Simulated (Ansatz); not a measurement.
**A hypothetical structure for RbTi2**

Starting from a made-up structure for RbTi2, the aim is the relaxed cell, its shortest contacts and, where a second run follows, its electronic structure.

Program: Ansatz 0.2.0. Level of theory: DFT, r2SCAN, plane-wave PAW, files of the set soft_1, scalar-relativistic, no spin, cell and ions relaxed at zero pressure; PAW set soft_1, in the first sound run; inputs show where later runs differ. Results are calculated unless marked as measured.

## Step 1: Starting point

Symmetry: P4/mmm, No. 123, tetragonal system. Conventional cell: a = 5.653 Å, b = 5.653 Å, c = 3.934 Å, α = 90.00°, β = 90.00°, γ = 90.00°. Rb has 8 Ti at 3.44 Å nearest. Nearest to Ti lie 4 Rb at 3.44 Å. Farther neighbours are not listed.

## Step 2: Relaxing cell and atoms

The guess takes its coordinates from another compound and its volume from a rule, so the cell and any free coordinates are relaxed together.

File input.yaml:

```yaml
crystal:
  lattice:
    - [5.653, 0.0, 0.0]
    - [0.0, 5.653, 0.0]
    - [0.0, 0.0, 3.934]
  atoms:
    - { symbol: Rb, position: [0.0, 0.0, 0.0] }
    - { symbol: Ti, position: [0.0, 0.5, 0.5] }
    - { symbol: Ti, position: [0.5, 0.0, 0.5] }
kpoints:
  mp_grid: { grid: [5, 5, 7] }
scf:
  occupations: { method: fermi_dirac, width: 0.05 }
hamiltonian:
  xc: r2scan
  pseudopotentials: { kind: paw, azcp: { folder: soft_1 } }
relax:
  f_tol: 0.015
  max_steps: 70
  cell: {}
output:
  forces: true
  stress: true
```

Started as:

```
$ ansatz run input.yaml --threads 4 --pin off --max-ram 8192MiB --backend cpu --events-out ev --progress --plain --runs-dir out
```

Numbers of over 12 decimals in the logs are rounded to 6 here.

The program printed:

```text
Engine: ansatz 0.2.0, x86_64-unknown-linux-gnu
Pseudopotentials: kind: paw
Pseudopotential: Rb, paw, valence charge 9, recommended cutoff 500 eV (meta_gga), soft_1/Rb.paw.azcp
Pseudopotential: Ti, paw, valence charge 12, recommended cutoff 500 eV (meta_gga), soft_1/Ti.paw.azcp
Functional definition: r2SCAN
  parameter k0 = 0.174
  parameter k1 = 0.065
  parameter a1 = 4.9479
  exchange = r2scan_x(k0 = k0, k1 = k1, a1 = a1)
  correlation = r2scan_c
Crystal: 3 atoms, lattice volume = 125.717 Å³
Basis set: ecut = 500 eV, 3219 PW (Γ), exchange–correlation on 180×180×120 points (64 copies of the dense FFT grid, shifted against one another)
Bands: 21, of which v1, the nominal top of the filled ones, is band 17 counted from 1 (16 counted from 0)
Symmetry: 16 space group operations
Space group: P4/mmm (ITA 123), of the structure as read, at distance tolerance 5.0e-5 Å
k-points: 24 of 175
Non-local potential: Rb, projectors of the file, l = 0: 3, l = 1: 2, l = 2: 2
Non-local potential: Ti, projectors of the file, l = 0: 3, l = 1: 2, l = 2: 3, l = 3: 1
PAW form: soft (Blöchl's): semilocal exchange-correlation on the pseudo side does not see the compensation charge
PAW frozen core: Rb, regenerated for the run's functional (the file was generated under x = pbe(κ = 0.804, μ = 0.219515), c = pbe(β = 0.066725))
PAW frozen core: Ti, regenerated for the run's functional (the file was generated under x = pbe(κ = 0.804, μ = 0.219515), c = pbe(β = 0.066725))
PAW one-centre angular grid: Rb, 302 points (default); XC on 160 Gauss nodes
PAW one-centre angular grid: Ti, 590 points (default); XC on 160 Gauss nodes
Initial density: superposition of atomic densities (chi_scale 0.1, normalization cell, long waves kept (reshape's long-wave potential 0.00 eV rms))
Initial wavefunctions: pseudopotential atomic-orbital guess
Functional: x = r2scan, c = r2scan; τ floored in thin density (d = 2e-4 eV/Å³)
SCF iter   1: F=—  HF=-8278.703621 eV  |F-HF|=—  |Δ(HF+E_count)|=         —  Δρ=4.77e-2  dr2=4.24e0  dr2_τ=1.34e-1  ethr=3.10e-3  ⟨swp⟩=5.2  Hψ=2142  notcnv=0
preconditioner: auto → LDOS  [metal: Δε(μ)=0.011 eV  Ē_g=1.430 eV  σ=0.050 eV  W_gap=0.05  n_scr=18 (ndim 8)  ℏωp=9.9 eV  f_vac=0.013  D(μ)=9.05/eV (n_scr^D=104)  β→1.0]
SCF iter   2: F=—  HF=-8278.228880 eV  |F-HF|=—  |Δ(HF+E_count)|=   4.75e-1  Δρ=1.96e-2  dr2=2.80e-1  dr2_τ=7.85e-2  ethr=3.10e-3  ⟨swp⟩=3.0  Hψ=1202  notcnv=0
SCF iter   3: F=—  HF=-8278.489278 eV  |F-HF|=—  |Δ(HF+E_count)|=   2.60e-1  Δρ=1.07e-2  dr2=1.69e-1  dr2_τ=6.29e-3  ethr=8.49e-4  ⟨swp⟩=3.2  Hψ=1100  notcnv=0
SCF iter   4: F=—  HF=-8278.497836 eV  |F-HF|=—  |Δ(HF+E_count)|=   8.56e-3  Δρ=3.35e-3  dr2=1.48e-2  dr2_τ=3.47e-4  ethr=5.11e-4  ⟨swp⟩=2.6  Hψ=767  notcnv=0
SCF iter   5: F=—  HF=-8278.502825 eV  |F-HF|=—  |Δ(HF+E_count)|=   4.99e-3  Δρ=1.23e-3  dr2=1.40e-3  dr2_τ=8.46e-5  ethr=4.49e-5  ⟨swp⟩=2.1  Hψ=804  notcnv=0
SCF iter   6: F=—  HF=-8278.503165 eV  |F-HF|=—  |Δ(HF+E_count)|=   3.40e-4  Δρ=4.67e-4  dr2=2.85e-4  dr2_τ=1.41e-5  ethr=4.25e-6  ⟨swp⟩=2.0  Hψ=634  notcnv=0
SCF iter   7: F=—  HF=-8278.503247 eV  |F-HF|=—  |Δ(HF+E_count)|=   8.26e-5  Δρ=1.58e-4  dr2=3.78e-5  dr2_τ=9.26e-7  ethr=8.62e-7  ⟨swp⟩=2.0  Hψ=620  notcnv=0
SCF iter   8: F=—  HF=-8278.503261 eV  |F-HF|=—  |Δ(HF+E_count)|=   1.35e-5  Δρ=5.52e-5  dr2=5.83e-6  dr2_τ=1.58e-7  ethr=1.14e-7  ⟨swp⟩=2.0  Hψ=626  notcnv=0
SCF iter   9: F=—  HF=-8278.503265 eV  |F-HF|=—  |Δ(HF+E_count)|=   3.87e-6  Δρ=2.58e-5  dr2=7.95e-7  dr2_τ=3.77e-8  ethr=1.77e-8  ⟨swp⟩=2.0  Hψ=626  notcnv=0
SCF iter  10: F=-8278.503265 eV  HF=-8278.503265 eV  |F-HF|=8.97e-8  |Δ(HF+E_count)|=   6.61e-7  Δρ=7.33e-6  dr2=7.37e-8  dr2_τ=1.96e-9  ethr=3.03e-10  ⟨swp⟩=3.1  Hψ=2104  notcnv=0
SCF 1 converged in 10 iterations: F = -8278.503265 eV  dr2 = 7.37e-8
  greatest PAW one-centre occupation: 1.000 electrons in one spin orbital (limit 2), on the Ti atom at site 2 (counted from 0), in its partial waves of l = 0
relax step   1: F+E_penalty+E_count = -8278.50326531 eV  Δ(F+E_penalty+E_count) = +0.000e0 eV  max|allowed force component| = 3.681e-29 eV/Å  Δτ_max = 0.0000 Å  P = -3.627 GPa  Ω = 125.717 Å³  (10 SCF iters, dr2 threshold 1.00e-7 eV, accepted)
Crystal: 3 atoms, lattice volume = 112.261 Å³
Basis set: ecut = 500 eV, 2817 PW (Γ), exchange–correlation on 180×180×120 points (64 copies of the dense FFT grid, shifted against one another)
Initial density: handed on by an earlier stage of this run
Initial wavefunctions: those handed on with the density
iter 1 solved again at ethr=1.73e-4 eV; its pass at ethr=3.10e-3 eV (dr2=5.72e-2 eV) is discarded
SCF iter   1: F=—  HF=-8278.315202 eV  |F-HF|=—  |Δ(HF+E_count)|=         —  Δρ=7.81e-3  dr2=5.99e-2  dr2_τ=1.59e-1  ethr=1.73e-4  ⟨swp⟩=1.2  Hψ=3152  notcnv=0
preconditioner: auto → Kerker (q_TF=auto, 2.225 Å⁻¹)  [metal: Δε(μ)=0.058 eV  Ē_g=5.964 eV  σ=0.050 eV  W_gap=0.26  n_scr=18 (ndim 8)  ℏωp=13.6 eV  f_vac=0.000  D(μ)=7.18/eV (n_scr^D=68)]
SCF iter   2: F=—  HF=-8278.810128 eV  |F-HF|=—  |Δ(HF+E_count)|=   4.95e-1  Δρ=3.50e-3  dr2=1.49e-2  dr2_τ=2.55e-3  ethr=1.73e-4  ⟨swp⟩=3.3  Hψ=1074  notcnv=0
SCF iter   3: F=—  HF=-8278.809664 eV  |F-HF|=—  |Δ(HF+E_count)|=   4.64e-4  Δρ=1.52e-3  dr2=1.98e-3  dr2_τ=3.56e-4  ethr=4.52e-5  ⟨swp⟩=2.1  Hψ=711  notcnv=0
SCF iter   4: F=—  HF=-8278.810841 eV  |F-HF|=—  |Δ(HF+E_count)|=   1.18e-3  Δρ=4.49e-4  dr2=2.77e-4  dr2_τ=1.85e-5  ethr=6.00e-6  ⟨swp⟩=2.0  Hψ=714  notcnv=0
SCF iter   5: F=—  HF=-8278.810935 eV  |F-HF|=—  |Δ(HF+E_count)|=   9.47e-5  Δρ=1.53e-4  dr2=3.11e-5  dr2_τ=1.96e-6  ethr=8.40e-7  ⟨swp⟩=2.0  Hψ=682  notcnv=0
SCF iter   6: F=—  HF=-8278.810946 eV  |F-HF|=—  |Δ(HF+E_count)|=   1.06e-5  Δρ=6.55e-5  dr2=4.95e-6  dr2_τ=2.82e-7  ethr=9.42e-8  ⟨swp⟩=2.1  Hψ=693  notcnv=0
SCF iter   7: F=—  HF=-8278.810949 eV  |F-HF|=—  |Δ(HF+E_count)|=   3.10e-6  Δρ=2.36e-5  dr2=9.67e-7  dr2_τ=2.15e-8  ethr=1.50e-8  ⟨swp⟩=2.0  Hψ=710  notcnv=0
SCF iter   8: F=-8278.810950 eV  HF=-8278.810950 eV  |F-HF|=6.36e-8  |Δ(HF+E_count)|=   5.84e-7  Δρ=1.09e-5  dr2=1.37e-7  dr2_τ=6.56e-9  ethr=9.09e-10  ⟨swp⟩=5.0  Hψ=1828  notcnv=0
SCF 2 converged in 8 iterations: F = -8278.810950 eV  dr2 = 1.37e-7
relax step   2: F+E_penalty+E_count = -8278.81094983 eV  Δ(F+E_penalty+E_count) = -3.077e-1 eV  max|allowed force component| = 8.267e-30 eV/Å  Δτ_max = 0.0000 Å  P = -3.345 GPa  Ω = 112.261 Å³  energy of the carried Pulay correction = +2.624e-3 eV  (8 SCF iters, dr2 threshold 3.00e-7 eV, accepted)
Crystal: 3 atoms, lattice volume = 98.677 Å³
[...]
relax step  17: F+E_penalty+E_count = -8283.08416101 eV  Δ(F+E_penalty+E_count) = -1.217e-1 eV  max|allowed force component| = 4.240e-30 eV/Å  Δτ_max = 0.0000 Å  P = +1.371 GPa  Ω = 80.764 Å³  energy of the carried Pulay correction = +1.034e-2 eV  (8 SCF iters, dr2 threshold 3.00e-7 eV, accepted)
relax step  18: F+E_penalty+E_count = -8283.12580141 eV  Δ(F+E_penalty+E_count) = -4.164e-2 eV  max|allowed force component| = 3.412e-29 eV/Å  Δτ_max = 0.0000 Å  P = +0.234 GPa  Ω = 81.640 Å³  energy of the carried Pulay correction = +1.013e-2 eV  (8 SCF iters, dr2 threshold 3.00e-7 eV, accepted)
relax step  19: F+E_penalty+E_count = -8283.12590874 eV  Δ(F+E_penalty+E_count) = -1.073e-4 eV  max|allowed force component| = 1.262e-29 eV/Å  Δτ_max = 0.0000 Å  P = -0.186 GPa  Ω = 82.389 Å³  energy of the carried Pulay correction = +9.924e-3 eV  (6 SCF iters, dr2 threshold 3.00e-7 eV, accepted)
relax step  20: F+E_penalty+E_count = -8283.12619863 eV  Δ(F+E_penalty+E_count) = -2.899e-4 eV  max|allowed force component| = 4.207e-30 eV/Å  Δτ_max = 0.0000 Å  P = +0.002 GPa  Ω = 82.073 Å³  energy of the carried Pulay correction = +1.001e-2 eV  (6 SCF iters, dr2 threshold 1.19e-7 eV, accepted)
relax step  21: F+E_penalty+E_count = -8283.42023069 eV  Δ(F+E_penalty+E_count) = -2.940e-1 eV  max|allowed force component| = 1.264e-29 eV/Å  Δτ_max = 0.0000 Å  P = +3.010 GPa  Ω = 82.073 Å³  stress off target by 9.34e0 GPa  SCF on the basis re-selected at this cell (its energy is not comparable with the rows above)  (11 SCF iters)
relax step  22: F+E_penalty+E_count = -8283.55384831 eV  Δ(F+E_penalty+E_count) = -1.336e-1 eV  max|allowed force component| = 1.269e-29 eV/Å  Δτ_max = 0.0000 Å  P = +2.364 GPa  Ω = 84.010 Å³  energy of the carried Pulay correction = -5.813e-4 eV  (8 SCF iters, dr2 threshold 3.00e-7 eV, accepted)
relax step  23: F+E_penalty+E_count = -8283.65185250 eV  Δ(F+E_penalty+E_count) = -9.800e-2 eV  max|allowed force component| = 2.630e-30 eV/Å  Δτ_max = 0.0000 Å  P = +1.823 GPa  Ω = 85.923 Å³  energy of the carried Pulay correction = -1.143e-3 eV  (6 SCF iters, dr2 threshold 3.00e-7 eV, accepted)
relax step  24: F+E_penalty+E_count = -8283.71971600 eV  Δ(F+E_penalty+E_count) = -6.786e-2 eV  max|allowed force component| = 2.367e-30 eV/Å  Δτ_max = 0.0000 Å  P = +1.205 GPa  Ω = 88.116 Å³  energy of the carried Pulay correction = -1.769e-3 eV  (6 SCF iters, dr2 threshold 3.00e-7 eV, accepted)
relax step  25: F+E_penalty+E_count = -8283.75835132 eV  Δ(F+E_penalty+E_count) = -3.864e-2 eV  max|allowed force component| = 1.578e-30 eV/Å  Δτ_max = 0.0000 Å  P = +0.527 GPa  Ω = 90.609 Å³  energy of the carried Pulay correction = -2.460e-3 eV  (6 SCF iters, dr2 threshold 3.00e-7 eV, accepted)
relax step  26: F+E_penalty+E_count = -8283.76776660 eV  Δ(F+E_penalty+E_count) = -9.415e-3 eV  max|allowed force component| = 3.182e-29 eV/Å  Δτ_max = 0.0000 Å  P = +0.030 GPa  Ω = 92.658 Å³  energy of the carried Pulay correction = -3.014e-3 eV  (5 SCF iters, dr2 threshold 3.00e-7 eV, accepted)
relax step  27: F+E_penalty+E_count = -8283.76779021 eV  Δ(F+E_penalty+E_count) = -2.361e-5 eV  max|allowed force component| = 2.104e-30 eV/Å  Δτ_max = 0.0000 Å  P = -0.001 GPa  Ω = 92.815 Å³  energy of the carried Pulay correction = -3.056e-3 eV  (4 SCF iters, dr2 threshold 3.35e-8 eV, accepted)
Basis set: ecut = 500 eV, 2355 PW (Γ), exchange–correlation on 108×108×216 points (64 copies of the dense FFT grid, shifted against one another)
iter 1 solved again at ethr=1.93e-7 eV; its pass at ethr=3.10e-3 eV (dr2=6.36e-5 eV) is discarded
SCF iter   1: F=—  HF=-8283.772167 eV  |F-HF|=—  |Δ(HF+E_count)|=         —  Δρ=3.42e-4  dr2=1.27e-5  dr2_τ=7.98e-5  ethr=1.93e-7  ⟨swp⟩=4.4  Hψ=3850  notcnv=0
preconditioner: auto → LDOS  [metal: Δε(μ)=0.022 eV  Ē_g=7.245 eV  σ=0.050 eV  W_gap=0.11  n_scr=16 (ndim 8)  ℏωp=14.9 eV  f_vac=0.018  D(μ)=3.99/eV (n_scr^D=38)  β→1.0]
SCF iter   2: F=—  HF=-8283.772252 eV  |F-HF|=—  |Δ(HF+E_count)|=   8.42e-5  Δρ=7.88e-5  dr2=6.04e-6  dr2_τ=2.86e-7  ethr=3.85e-8  ⟨swp⟩=2.0  Hψ=913  notcnv=0
SCF iter   3: F=—  HF=-8283.772241 eV  |F-HF|=—  |Δ(HF+E_count)|=   1.06e-5  Δρ=2.24e-5  dr2=2.13e-7  dr2_τ=7.46e-8  ethr=1.83e-8  ⟨swp⟩=2.0  Hψ=858  notcnv=0
SCF iter   4: F=—  HF=-8283.772245 eV  |F-HF|=—  |Δ(HF+E_count)|=   4.47e-6  Δρ=3.66e-6  dr2=1.40e-8  dr2_τ=5.51e-10  ethr=6.46e-10  ⟨swp⟩=2.0  Hψ=922  notcnv=0
SCF iter   5: F=—  HF=-8283.772245 eV  |F-HF|=—  |Δ(HF+E_count)|=   6.82e-9  Δρ=1.38e-6  dr2=2.22e-9  dr2_τ=8.33e-11  ethr=4.25e-11  ⟨swp⟩=2.1  Hψ=632  notcnv=0
SCF iter   6: F=—  HF=-8283.772245 eV  |F-HF|=—  |Δ(HF+E_count)|=  3.60e-10  Δρ=2.13e-7  dr2=6.40e-11  dr2_τ=9.57e-13  ethr=6.74e-12  ⟨swp⟩=2.0  Hψ=616  notcnv=0
SCF iter   7: F=-8283.772245 eV  HF=-8283.772245 eV  |F-HF|=1.82e-12  |Δ(HF+E_count)|=  2.91e-11  Δρ=4.22e-8  dr2=1.32e-12  dr2_τ=1.23e-13  ethr=1.00e-12  ⟨swp⟩=6.2  Hψ=2337  notcnv=0
SCF 28 converged in 7 iterations: F = -8283.772245 eV  dr2 = 1.32e-12
relax step  28: F+E_penalty+E_count = -8283.77224550 eV  Δ(F+E_penalty+E_count) = -4.455e-3 eV  max|allowed force component| = 4.470e-30 eV/Å  Δτ_max = 0.0000 Å  P = +0.008 GPa  Ω = 92.815 Å³  stress off target by 2.76e-2 GPa  SCF on the basis re-selected at this cell (its energy is not comparable with the rows above)  (7 SCF iters)
basis re-selected at this cell: Δ(F+E_penalty+E_count) = -4.455e-3 eV, ΔP = +0.009 GPa vs the last step (what re-selecting the basis moved, of the pressure what is left beyond the Pulay correction that the steps carried, after the strain that the cell walked since its last selection, with what the two solves' SCF thresholds leave and, on support functions, any second-order correction that the steps lacked; it is no measure of the basis error at this ecutwfc). The dense FFT grid was sized anew with the basis: this SCF ran on 27×27×54 points, the steps before it on 27×27×48, so part of this shift can come from that change (see relax.cell in the input reference). [rest of the remark cut]
SCF converged after 7 iterations
Free energy (F): -8283.772245 eV
Harris-Foulkes:  -8283.772245 eV  (|F-HF|=1.82e-12)
Internal energy: -8283.740105 eV  (E = F + TS)
E sigma→0 (E₀):  -8283.756175 eV
Entropy (-TS):   -0.032141 eV (-10.714 meV/atom)
Fermi energy:    7.171968 eV
--- Per-component energies (eV) ---
  E_band       = -558.603990
  E_kinetic    = 745.616031
  E_local      = -3805.381382  (includes V_loc(G=0)·N_el)
  E_nonlocal   = 310.129127
  E_hartree    = 1513.639100
  E_xc         = -339.513632
  E_vxc        = -460.200777  (∫ρ·V_xc dr)
  E_paw        = -4743.083597  (= ΣΔE_a)
  E_vpaw       = -404.781682  (= ΣTr[D̂ρ^β])
  E_aug_tail   = -0.000057  (compensation charges beyond the density's cutoff)
  E_vtau       = 28.736498  (kinetic-family band-sum trace: ∫τ·v_τ [+ j·A + Jᵃ·Aᵃ] dr)
  E_ewald      = -1964.491853
  E_core_change = -0.653841  (= ΣΔE_core)
  E_smearing   = -0.032141  (= −TS)
  E_closure    = -0.000000  (closes the sum)
  Σ components = -8283.772245   (vs F -8283.772245, Δ=0.00e0)
--- Forces (eV/Å), atoms counted from 1 ---
  atom   1  Rb     0.00000000     0.00000000     0.00000000
  atom   2  Ti     0.00000000    -0.00000000     0.00000000
  atom   3  Ti     0.00000000     0.00000000     0.00000000
  max |Σ_I F_I| component: 5.52e-30 eV/Å
--- Stress (GPa, compression-positive) ---
       -0.001065       0.000000       0.000000
        0.000000      -0.001065       0.000000
        0.000000       0.000000       0.027589
  P = ⅓ Tr σ = 0.0085 GPa (0.085 kbar)
--- Relaxed structure (26 steps of the walk, 26 accepted, 2 SCFs on fresh bases) ---
  F+E_penalty+E_count = -8283.77224550 eV   max|allowed force component| = 4.470e-30 eV/Å   (the final SCF, on the basis selected at the relaxed cell)
  cell:  # Å, volume = 92.8146 Å³
    - [3.592288, 0, 0.0]
    - [0, 3.592288, 0.0]
    - [0.0, 0.0, 7.192405]
  atoms:
    - { symbol: Rb, position: [0, 0, 0.0] }
    - { symbol: Ti, position: [0, 0.5, 0.5] }
    - { symbol: Ti, position: [0.5, 0, 0.5] }
```

Elapsed: 25 s, on 4 threads of AMD EPYC 9R45 (Zen 5), shared host; peak memory 0.86 GiB.

Relaxation path (22 of 28):

```csv
step,energy less that of the first step (eV),largest force component (eV/Å),pressure (GPa),volume (Å³)
1,0.0000,0.0000,-3.63,125.72
2,-0.3077,0.0000,-3.34,112.26
4,-0.7233,0.0000,-0.56,87.06
5,-0.7568,0.0000,1.07,81.95
6,-0.8442,0.0000,2.15,80.72
7,-1.0212,0.0000,1.97,82.07
9,-1.7847,0.0000,1.78,80.44
10,-2.3547,0.0000,2.59,78.13
11,-2.8904,0.0000,3.82,75.82
13,-3.6945,0.0000,4.74,75.25
14,-4.0045,0.0000,4.06,76.81
15,-4.2656,0.0000,4.04,77.08
16,-4.4592,0.0000,2.81,78.90
18,-4.6225,0.0000,0.23,81.64
19,-4.6226,0.0000,-0.19,82.39
20,-4.6229,0.0000,0.00,82.07
22,-5.0506,0.0000,2.36,84.01
23,-5.1486,0.0000,1.82,85.92
24,-5.2165,0.0000,1.21,88.12
25,-5.2551,0.0000,0.53,90.61
27,-5.2645,0.0000,0.00,92.81
28*,-5.2690,0.0000,0.01,92.81
```

Relaxation steps marked * repeat the geometry before them on a plane-wave basis chosen anew for their cell, so energy and pressure can jump there. Other such steps can lie between the rows shown.

The run keeps the 16 symmetry operations that it works with, so distortions that break them were not tested.

```csv
cell as run,before,after,change
a (Å),5.653,3.592,-36.5 %
b (Å),5.653,3.592,-36.5 %
c (Å),3.934,7.192,+82.8 %
volume (Å³/atom),41.91,30.94,-26.2 %
```

The relaxed structure:

```xyz
3
Lattice="3.5923 0.0000 0.0000 0.0000 3.5923 0.0000 0.0000 0.0000 7.1924" Properties=species:S:1:pos:R:3 pbc="T T T"
Rb    0.0000    0.0000    0.0000
Ti    0.0000    1.7961    3.5962
Ti    1.7961    0.0000    3.5962
```

Numbers from this step:

```
free energy             : -8283.7722 eV
energy at zero smearing : -8283.7562 eV
smearing term TS        : 0.03214 eV
Fermi energy            : 7.172 eV
electrons               : 33
symmetry operations     : 16
pressure                : 0.008486 GPa
```

The shortest distance of each pair, which need not be the same contact before and after:

```csv
pair,guess (Å),relaxed (Å)
Ti–Ti,3.934,2.540
Rb–Rb,3.934,3.592
Rb–Ti,3.444,4.020
```

The relaxation ends with a pressure of 0.01 GPa.

[end of part 1 of 2]

[Logs are printed without paths, hosts, clocks, repeated set-up lines and the standing remarks that a program may print on its own settings, such as how far it seeks lower states.]

[Hosts, paths, dates, database ids (printed as entryN), source tags and the programs' standing remarks are cut or masked in the printed files.]
